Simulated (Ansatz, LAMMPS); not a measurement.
# Site preference of Ga in place of Al in Al2O3 with crystalline order left by the classical run (155 atoms): runs compared

At which site of Al2O3 with crystalline order left by the classical run (155 atoms) does Ga in place of Al cost least, and what about the site decides it?

Computed with Ansatz 0.2.0: Kohn-Sham DFT, r2SCAN, PAW (set soft_1), plane waves.

**1. The cell as built**

The cell holds 155 atoms: 62 Al and 93 O. Its edges and angles: a = 11.604 Å, b = 11.604 Å, c = 11.604 Å, α = 90.0°, β = 90.0°, γ = 90.0°. 155 atoms (62 Al, 93 O) placed at random at 3.36 g/cm³, melted at 5000 K for 10 ps at fixed volume with the Morse and Coulomb pair potential with partial charges (Pedone, Malavasi, Menziani, Cormack and Segre, J. Phys. Chem. B 110, 11780 (2006)). Quenched from 5000 K to 300 K at 20 K/ps and fixed volume, held 5 ps, then minimised at fixed cell.

Limits known from the start: The quench rate of 20 K/ps is orders of magnitude faster than experiment, which tends to freeze in extra defects. The network of bonds at the start is that of the classical potential that made the cell, and needn't be the one that DFT or experiment would give. The Brillouin zone is sampled at Γ only, in a cell whose shortest periodic width is 12 Å.

**2. The reference run**

The reference is a single point at the end of the relaxation.

Every defect cell starts from the geometry of this run and is relaxed in the fixed cell.

Its input, with most atom lines left out:

```yaml
crystal:
  lattice:
    - [11.6041, 0.0, 0.0]
    - [0.0, 11.6041, 0.0]
    - [0.0, 0.0, 11.6041]
  atoms:
    - { symbol: Al, position: [0.65332, 0.28971, 0.49985] }
    - { symbol: Al, position: [0.72937, 0.22268, 0.00791] }
    - { symbol: Al, position: [0.7716, 0.03764, 0.86535] }
    - { symbol: Al, position: [0.65456, 0.97672, 0.11491] }
    - { symbol: Al, position: [0.00547, 0.3925, 0.57358] }
    - { symbol: Al, position: [0.48184, 0.49934, 0.70051] }
    - { symbol: Al, position: [0.4851, 0.23648, 0.91685] }
    [... atom lines 8 to 155 left out ...]
kpoints:
  mp_grid: { grid: [1, 1, 1] }
hamiltonian:
  xc: r2scan
  pseudopotentials: { kind: paw, azcp: { folder: soft_1 } }
scf:
  occupations: { method: fixed }
output:
  forces: true
  stress: true
  populations: true
  dos:
    method: { smearing: { sigma: 0.1 } }
    de: 0.1
    projected: { site_lists: { Al: [Al], O: [O] } }
  eigenvalues: true
  write_density: true
  write_potential: true
  volumetric_format: npy
  elf: true
```

```
free energy per atom   : -558.9112 eV/atom
r.m.s. force component : 0.00961 eV/Å
pressure               : -5.087 GPa
```

Filled and empty levels are parted by 4.44 eV (at Γ alone); a semilocal functional tends to put such gaps too low. In a disordered cell it changes from sample to sample, and tail or defect levels can set it.

**3. The runs**

Each row is one run, on 4 threads of Arm Neoverse V2, shared host. The free energy is the program's total, comparable only between runs with the same functional, potentials and atoms.

```
                                 run  atoms                outcome  ionic steps, all passes  free energy (eV)     time  host memory (GiB)
           Single point at the start    155              converged                        -        -86628.397     60 s                4.6
                          Relaxation    155              converged                        6        -86631.233  4.5 min                4.4
Single point at the relaxed geometry    155              converged                        -        -86631.233     92 s                4.7
       Ga on a site of Al, site Al36    155              converged                        7        -89878.320   20 min                7.3
       Ga on a site of Al, site Al60    155              converged                        6        -89878.099   18 min                7.3
       Ga on a site of Al, site Al30    155              converged                        9        -89877.970   24 min                7.3
       Ga on a site of Al, site Al28    155              converged                        8        -89878.302   21 min                7.3
       Ga on a site of Al, site Al24    155  cut at the time limit                        8        -89878.225   19 min                7.3
```

In some runs the program notes that starting moments were not kept.

Local excerpt of 10 atoms (numbers count through the whole input) about site Al36, the cheapest one, after relaxation; x, y, z are measured from there.

```
atom      x      y      z  distance (Å)  bonds
Ga36  -0.02  -0.02   0.01          0.03      4
O152   1.41   1.10   0.37          1.83      3
O147  -1.82  -0.06  -0.51          1.89      3
O129   0.29  -1.05   1.62          1.96      3
O114   0.89  -1.16  -1.32          1.96      4
 O77  -0.73   2.14   1.13          2.53      3
O109   0.32   1.35  -2.16          2.57      2
Al46   0.87   2.75   0.47          2.93      5
O132  -1.21  -2.67   0.12          2.93      3
Al26   1.05  -0.11  -2.80          2.99      4
```

The column of bonds counts only the pairs O-Al within 2.48 Å, O-Ga within 2.27 Å; other neighbours, such as metal atoms beside each other in a compound, aren't counted, and periodic images can show an atom twice.

**4. The sites compared**

All these cells hold the same atoms, so their energies can be compared with no chemical potential.

```
  site  neighbours  mean distance (Å)  atoms within 6 Å  energy over the best site (eV)  before relaxation (eV)  gain on relaxing (eV)
  Al36          O4               1.85                85                            0.00                    0.00                   0.18
  Al28          O4               1.80                89                            0.02                    0.10                   0.26
Al24 *          O5               1.92                88                            0.10                    0.11                   0.19
  Al60          O6               1.97                89                            0.22                    0.27                   0.23
  Al30          O5               1.85                90                            0.35                    0.45                   0.28
```

* The relaxation didn't finish, so this cell's energy would fall further, and differences against it can move either way. Neighbours are those of the relaxed host within 2.43 Å (O-Al); other pairs aren't counted.

**5. Findings**

The cheapest site is Al36 (4 neighbours, O4); the dearest, Al30 (5 neighbours, O5), costs 0.35 eV more. Al28 lies within 0.02 eV of the cheapest, a tie at this tolerance. By coordination the energies over the best site are 0.00 to 0.02 eV with 4 neighbours, 0.10 to 0.35 eV with 5 neighbours and 0.22 eV with 6 neighbours. Al24 hadn't finished relaxing and could end below the best site. Relaxation gains 0.18 to 0.28 eV and leaves the best site the same.

Caveats: Defects are neutral and interact with their images. The reference ran with fixed occupations, but 5 of the 5 defect cells with fermi-dirac smearing of 0.025 eV, spin polarised. In a disordered cell the relaxation can also rearrange atoms far from the site. In the spin-polarised runs the search for a state of lower energy was switched off. Only 5 of the 62 Al sites were tried; unless symmetry makes the others alike to these, a cheaper one may exist. The stress is far from hydrostatic: its diagonal is -1.3, -5.1, -8.9 GPa, compression counted positive. The pressure of -5.1 GPa means that a free cell would contract at this level.

The DFT runs together took 1.8 h of wall time.

[Logs are printed without paths, hosts, clocks, repeated set-up lines and the standing remarks that a program may print on its own settings, such as how far it seeks lower states.]

[Hosts, paths, dates, database ids (printed as entryN), source tags and the programs' standing remarks are cut or masked in the printed files.]
